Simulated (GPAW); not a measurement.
# A Na chain with one Se atom in line: relaxation, then transmission at several levels, part 3 of 3

How well does a Na chain with one Se atom in line conduct once its atoms have relaxed, and how much do cheaper levels lose?

GPAW 26.7.0; GPAW LCAO, PAW setups; relaxation of the junction within the symmetry of its start, lead ends held (the session's first sound run).

So far, transmission at the Fermi level (one spin): step 3 (GPAW, dzp, PBE, GPAW) 0.109; step 4 (single-zeta polarised basis, PBE, GPAW) 0.112; step 5 (GPAW, sz: basis = "sz(dzp)", PBE, GPAW) 0.105; step 6 (RPBE in the dzp basis: xc = "RPBE") 0.105; step 7 (without the relaxation: geometry = "as built", PBE, GPAW) 0.118.

**9. Comparison**

The curves are compared point by point over the common energies.

This step: comparison of transmission and cost over codes, levels and geometry (GPAW 26.7.0).

Ladder, by row:

```
    step  code  T at the Fermi level (sum over the listed spins)  conductance (G0)  r.m.s. T(E) from the first  wall time (s)  peak memory (GiB)  threads
     dzp  GPAW                                             0.109            0.1082                           0          115.3               1.65        1
     szp  GPAW                                            0.1121            0.1114                     0.01211          84.33               1.58        1
      sz  GPAW                                            0.1047            0.1039                     0.01573          70.89                1.5        1
dzp-RPBE  GPAW                                            0.1045            0.1038                      0.0125          113.5               1.65        1
 asbuilt  GPAW                                            0.1175            0.1168                    0.005604          110.5               1.65        1
```

Table of transmission, zone mean, sum over the listed spins by energy, zero at the Fermi level:

```
energy (eV)      dzp      szp       sz  dzp-RPBE  asbuilt
     -2.000  9.7e-11  1.7e-10  8.1e-14   9.7e-11  8.1e-11
     -1.800  9.5e-11  1.7e-10  7.8e-14   9.5e-11  8.0e-11
     -1.600  9.4e-11  1.7e-10  7.5e-14   9.2e-11  7.8e-11
     -1.400  9.3e-11  1.8e-10  7.4e-14   9.1e-11  7.8e-11
     -1.200  7.7e-11  1.6e-10  7.1e-14   6.9e-11  6.3e-11
     -1.000  5.4e-11  1.7e-10  6.5e-14   5.0e-11  4.7e-11
     -0.825    0.116   5.3e-4  0.00121     0.269    0.102
     -0.800  0.00874  0.00331  0.00340    0.0187  0.00491
     -0.600   0.0288   0.0338   0.0319    0.0278   0.0373
     -0.400   0.0634   0.0672   0.0632    0.0621   0.0755
     -0.200   0.0973    0.103   0.0958    0.0945    0.110
     -0.050    0.110    0.114    0.106     0.106    0.120
      0.000    0.109    0.112    0.105     0.105    0.118
      0.200   0.0963   0.0972   0.0900    0.0920    0.101
      0.400   0.0911   0.0910   0.0830    0.0874   0.0922
      0.600   0.0966   0.0950   0.0858    0.0932   0.0951
      0.800    0.106    0.102   0.0916     0.102    0.102
      1.000    0.115    0.108   0.0973     0.112    0.110
      1.200    0.125    0.114    0.103     0.121    0.119
      1.400    0.133    0.118    0.107     0.129    0.127
      1.425    0.134    0.118    0.108     0.129    0.128
      1.475    0.134    0.118    0.108     0.130    0.129
      1.525    0.135    0.117    0.108     0.130    0.129
      1.600    0.134    0.115    0.107     0.129    0.129
      1.800    0.121    0.103   0.0973     0.116    0.118
      2.000   0.0831   0.0762   0.0756    0.0746   0.0828
```

**10. Grid spacing 0.3, basis szp(dzp)**

The real-space grid carries density and potential; a coarse one breaks translation symmetry along the lead and scatters electrons that should pass. A smaller basis is cheaper in every inversion.

This step: GPAW LCAO, PAW setups; Landauer transmission from Green's functions with principal layers (ASE), zero bias (GPAW 26.7.0).

The input, run.py:

```python
import json
import numpy as np
from ase import Atoms
from ase.transport.calculators import TransportCalculator
from gpaw import GPAW, FermiDirac
from gpaw.lcao.tools import get_lcao_hamiltonian
from scipy.linalg import eigh

# The junction with lead layers at both ends, along the third cell vector
device = Atoms(
    ['Na', 'Na', 'Na', 'Na', 'Na', 'Na', 'Na', 'Se', 'Na', 'Na', 'Na', 'Na', 'Na', 'Na', 'Na'],
    positions=[
        [4.50000, 4.50000, 1.65000],
        [4.50000, 4.50000, 4.95000],
        [4.50000, 4.50000, 8.25000],
        [4.50000, 4.50000, 11.55000],
        [4.50000, 4.50000, 14.85000],
        [4.50000, 4.50000, 18.15000],
        [4.50000, 4.50000, 21.52712],
        [4.50000, 4.50000, 24.10420],
        [4.50000, 4.50000, 26.68128],
        [4.50000, 4.50000, 30.05840],
        [4.50000, 4.50000, 33.35840],
        [4.50000, 4.50000, 36.65840],
        [4.50000, 4.50000, 39.95840],
        [4.50000, 4.50000, 43.25840],
        [4.50000, 4.50000, 46.55840]],
    cell=[[9.0, 0.0, 0.0], [0.0, 9.0, 0.0], [0.0, 0.0, 48.2084]],
    pbc=True)

# One principal layer of the lead: the first 4 atoms of the device
lead = Atoms(
    ['Na', 'Na', 'Na', 'Na'],
    positions=[
        [4.50000, 4.50000, 1.65000],
        [4.50000, 4.50000, 4.95000],
        [4.50000, 4.50000, 8.25000],
        [4.50000, 4.50000, 11.55000]],
    cell=[[9.0, 0.0, 0.0], [0.0, 9.0, 0.0], [0.0, 0.0, 13.2]],
    pbc=True)

settings = dict(mode='lcao', basis='szp(dzp)', xc='PBE', h=0.3,
                occupations=FermiDirac(0.1), maxiter=250,
                mixer=dict(beta=0.1, nmaxold=8, weight=100.0),
                convergence=dict(density=0.0001))
energies = np.arange(-2, 2 + 1e-9, 0.025)
eta = 0.0001
n1, n2 = 1, 1
# k and -k transmit alike, so half of the mesh across the current serves
mesh = [(i, j) for i in range(n1) for j in range(n2) if (i, j) <= (-i % n1, -j % n2)]
weights = np.array([1 if (i, j) == (-i % n1, -j % n2) else 2 for i, j in mesh]) / (n1 * n2)


def ground_state(atoms, size, txt):
    atoms.calc = GPAW(kpts={'size': size, 'gamma': True}, symmetry={'tolerance': 1e-3}, txt=txt, **settings)
    atoms.get_potential_energy()
    return atoms.calc.get_fermi_level()


def blocks(atoms, fermi, points, nz, cells):
    """H - E_F S and S between cell 0 and the cells above it, at each point across the current."""
    kz = np.arange(nz) / nz
    calc = atoms.calc.fixed_density(kpts=[(*k, z) for k in points for z in kz], symmetry='off', txt=None)
    H, S = get_lcao_hamiltonian(calc)
    H = (H - fermi * S).reshape(len(H), len(points), nz, *S.shape[1:])
    S = S.reshape(H.shape[1:])
    phases = [np.exp(-2j * np.pi * kz * R) / nz for R in cells]
    return [(np.einsum('skzij,z->ksij', H, p), np.einsum('kzij,z->kij', S, p)) for p in phases]


def pair(a, b):
    return np.block([[a, b], [b.T.conj(), a]])


def count_channels(h, s, cells, nk=240):
    """Half the number of times that the lead's bands cross each energy, unfolded to its shortest repeat."""
    b = len(h) // cells
    bands = []
    for k in (np.arange(nk + 1) + 0.5) / nk:
        hk, sk = h[:b, :b].copy(), s[:b, :b].copy()
        for R in range(1, cells):
            phase, block = np.exp(2j * np.pi * k * R), slice(R * b, (R + 1) * b)
            hk += h[:b, block] * phase + (h[:b, block] * phase).T.conj()
            sk += s[:b, block] * phase + (s[:b, block] * phase).T.conj()
        w, u = eigh(sk)
        x = u[:, w > 1e-5] / w[w > 1e-5]**0.5  # drop near-dependent combinations
        bands.append(np.r_[eigh(x.T.conj() @ hk @ x, eigvals_only=True), [1e9] * (w <= 1e-5).sum()])
    below = np.array(bands)[:, :, None] < energies
    return (below[1:] != below[:-1]).sum((0, 1)) / 2


fermi_lead = ground_state(lead, (1, 1, 9), 'lead.txt')
fermi_device = ground_state(device, (1, 1, 2), 'device.txt')
T, channels, eigen, tail, misfit, shifts = [], [], [], 0.0, 0.0, []
for first in range(0, len(mesh), 493):
    points = [(i / n1, j / n2) for i, j in mesh[first:first + 493]]
    (H0k, S0k), (H1k, S1k), (H2k, _) = blocks(lead, fermi_lead, points, 5, range(3))
    [(Hk, Sk)] = blocks(device, fermi_device, points, 2, [0])
    tail = max(tail, abs(H2k).max())
    for H0, S0, H1, S1, H, S in zip(H0k, S0k, H1k, S1k, Hk, Sk):
        n = len(S0)
        # Shift the lead onto the potential of the device's first layer
        shift = ((H[:, 0, 0] - H0[:, 0, 0]) / S0[0, 0]).real.mean()
        shifts.append(shift)
        misfit = max(misfit, abs(H[:, :n, :n] - H0 - shift * S0).max())
        Tk, Ck, Ek = [], [], []
        for s in range(len(H)):
            t = s % len(H0)  # a lead without moments serves both spins
            h1, s1 = pair(H0[t] + shift * S0, H1[t] + shift * S1), pair(S0, S1)
            leads = dict(h1=h1, s1=s1, energies=energies, eta=eta, eta1=eta, eta2=eta)
            calc = TransportCalculator(h=H[s], s=S, eigenchannels=3, **leads)
            Tk.append(calc.get_transmission())
            Ek.append(np.sort(calc.eigenchannels_ne, axis=0)[::-1])
            Ck.append(count_channels(h1, s1, 8))
        T.append(Tk)
        channels.append(Ck)
        eigen.append(Ek)
T, channels = np.array(T), np.array(channels)
mean, open_channels = np.einsum('kse,k->se', T, weights), np.einsum('kse,k->se', channels, weights)

print(f'basis functions: device {len(S)}, principal layer {n}')
print(f'Fermi level: lead {fermi_lead:.4f} eV, device {fermi_device:.4f} eV; lead shifted by {np.mean(shifts):.4f} eV')
print(f'largest coupling past the next layer {tail:.2e} eV, largest misfit of the first layer {misfit:.3f} eV')
print('  E-E_F (eV)   ' + 'T (one spin)  channels')
for e, t, c in zip(energies, mean.T, open_channels.T):
    print(f'{e:10.3f}  ', *[f'{x:11.4e}' for x in t], *[f'{x:9.4f}' for x in c])

kT = 8.617333e-5 * 300
fine = np.linspace(energies[0], energies[-1], 4001)
both = np.exp(np.interp(fine, energies, np.log(np.maximum(mean.sum(0) * 2 / len(mean), 1e-30))))
fermi = lambda mu: 1 / (1 + np.exp(np.clip((fine - mu) / kT, -200, 200)))
slope = fermi(0) * (1 - fermi(0)) / kT
G = np.trapezoid(both * slope, fine) / 2
seebeck = -np.trapezoid(both * slope * fine, fine) / (2 * G * 300) * 1e6
print(f'conductance at 300 K: {G:.5g} G0 a cell; thermopower {seebeck:.4g} uV/K')
bias = [0.1, 0.2, 0.5, 1.0, 1.5, 2.0]
current = [38.74 * np.trapezoid(both * (fermi(V / 2) - fermi(-V / 2)), fine) for V in bias]
for V, I in zip(bias, current):
    print(f'current from the zero-bias T(E) at {V} V: {I:.5g} uA')
zero = abs(energies).argmin()
json.dump(dict(energies=energies.tolist(), T=mean.tolist(), channels=open_channels.tolist(), G=G, seebeck=seebeck,
               bias=bias, current=current, tail=tail, misfit=misfit, shift=np.mean(shifts), n_device=len(S), n_lead=n,
               fermi=[fermi_lead, fermi_device], energy=device.get_potential_energy(),
               moments=device.get_magnetic_moments().tolist(), mesh=mesh, weights=weights.tolist(),
               T_k=T[:, :, zero].tolist(), eigen=np.array(eigen[0]).tolist()), open('result.json', 'w'))
```

The run is started by

```bash
$ OMP_NUM_THREADS=1 OPENBLAS_NUM_THREADS=1 python run.py
```

Output:

```text
basis functions: device 149, principal layer 40
Fermi level: lead -2.5072 eV, device -2.6297 eV; lead shifted by -0.0001 eV
largest coupling past the next layer 4.06e-12 eV, largest misfit of the first layer 0.042 eV
  E-E_F (eV)   T (one spin)  channels
    -2.000    1.7341e-10    0.0000
    -1.975    1.7317e-10    0.0000
    -1.950    1.7292e-10    0.0000
    -1.925    1.7268e-10    0.0000
    -1.900    1.7245e-10    0.0000
    -1.875    1.7222e-10    0.0000
    -1.850    1.7200e-10    0.0000
    -1.825    1.7178e-10    0.0000
    -1.800    1.7157e-10    0.0000
    -1.775    1.7137e-10    0.0000
    -1.750    1.7119e-10    0.0000
    -1.725    1.7102e-10    0.0000
    -1.700    1.7086e-10    0.0000
    -1.675    1.7073e-10    0.0000
    -1.650    1.7063e-10    0.0000
    -1.625    1.7056e-10    0.0000
[...]
1.825    1.0085e-01    3.0000
     1.850    9.8287e-02    3.0000
     1.875    9.5481e-02    3.0000
     1.900    9.2405e-02    3.0000
     1.925    8.9027e-02    3.0000
     1.950    8.5308e-02    3.0000
     1.975    8.1204e-02    3.0000
     2.000    7.6662e-02    3.0000
conductance at 300 K: 0.11248 G0 a cell; thermopower 2.604 uV/K
current from the zero-bias T(E) at 0.1 V: 0.86929 uA
current from the zero-bias T(E) at 0.2 V: 1.7258 uA
current from the zero-bias T(E) at 0.5 V: 4.1134 uA
current from the zero-bias T(E) at 1.0 V: 7.3154 uA
current from the zero-bias T(E) at 1.5 V: 9.7707 uA
current from the zero-bias T(E) at 2.0 V: 11.841 uA
```

Run time: 31 s. Hardware: 1 thread of Arm Neoverse V1, shared host; peak memory 0.53 GiB.

The run finished with changed settings (h = 0.3 and basis = "szp(dzp)"); it serves as a test.

The two runs compared:

```
                                           quantity   this run  sound run  difference
                                   conductance (G₀)    0.11248    0.10819     0.00428
                                 thermopower (μV/K)     2.6044     1.7602       0.844
largest coupling past the next principal layer (eV)  4.057e-12  4.162e-12    -1.0e-13
   largest misfit of the first principal layer (eV)   0.042041   0.048711    -0.00667
                    shift that aligns the lead (eV)  -1.297e-4   2.670e-4     -4.0e-4
                    basis functions of the junction        149        251        -102
               basis functions of a principal layer         40         68         -28
         transmission at the Fermi level (one spin)    0.11326    0.10897     0.00429
```

One result that differs is the thermopower, 2.60 μV/K against 1.76 μV/K.

**11. Summary of results**

| Item | Value |
| --- | --- |
| conductance | 0.108 G₀ |
| transmission at the Fermi level, mean of the spins | 0.109 |
| thermopower | 1.76 μV/K |
| open channels of the lead there | 1 |

In the dzp basis the junction conducts 0.108 G₀ at 300 K, with T = 0.109 a spin at the Fermi level; the sz basis reaches that conductance within 10 %. Relaxation moved atoms by up to 0.077 Å and took the conductance from 0.117 to 0.108 G₀, as a ratio a larger change than the step from dzp to the minimal basis. The scatterer reflects about 89 % of the incoming channels at the Fermi level. At the Fermi level one eigenchannel carries the current (0.11). Measured against the first run (dzp), the nearest curve is that of asbuilt (r.m.s. 0.0056) and the farthest that of sz (0.016). Over the compared runs wall time goes from 71 s (sz) to 115 s (dzp), on a shared host. The leads kept an estimated spacing and the cell its length, so the junction may be under some tension or compression. The geometry comes from the orbital basis, which tends to overbind, and kept the symmetry of the start, so a structure of lower symmetry may lie lower. An evenly spaced straight chain is an idealisation: free chains tend to dimerise, zigzag or, where a band edge lies near the Fermi level, turn magnetic. The currents use the zero-bias T(E) throughout, which holds only while the bias is small against the distance to the nearest feature.

[Logs are printed without paths, hosts, clocks, repeated set-up lines and the standing remarks that a program may print on its own settings, such as how far it seeks lower states.]

[Hosts, paths, dates, database ids (printed as entryN), source tags and the programs' standing remarks are cut or masked in the printed files.]
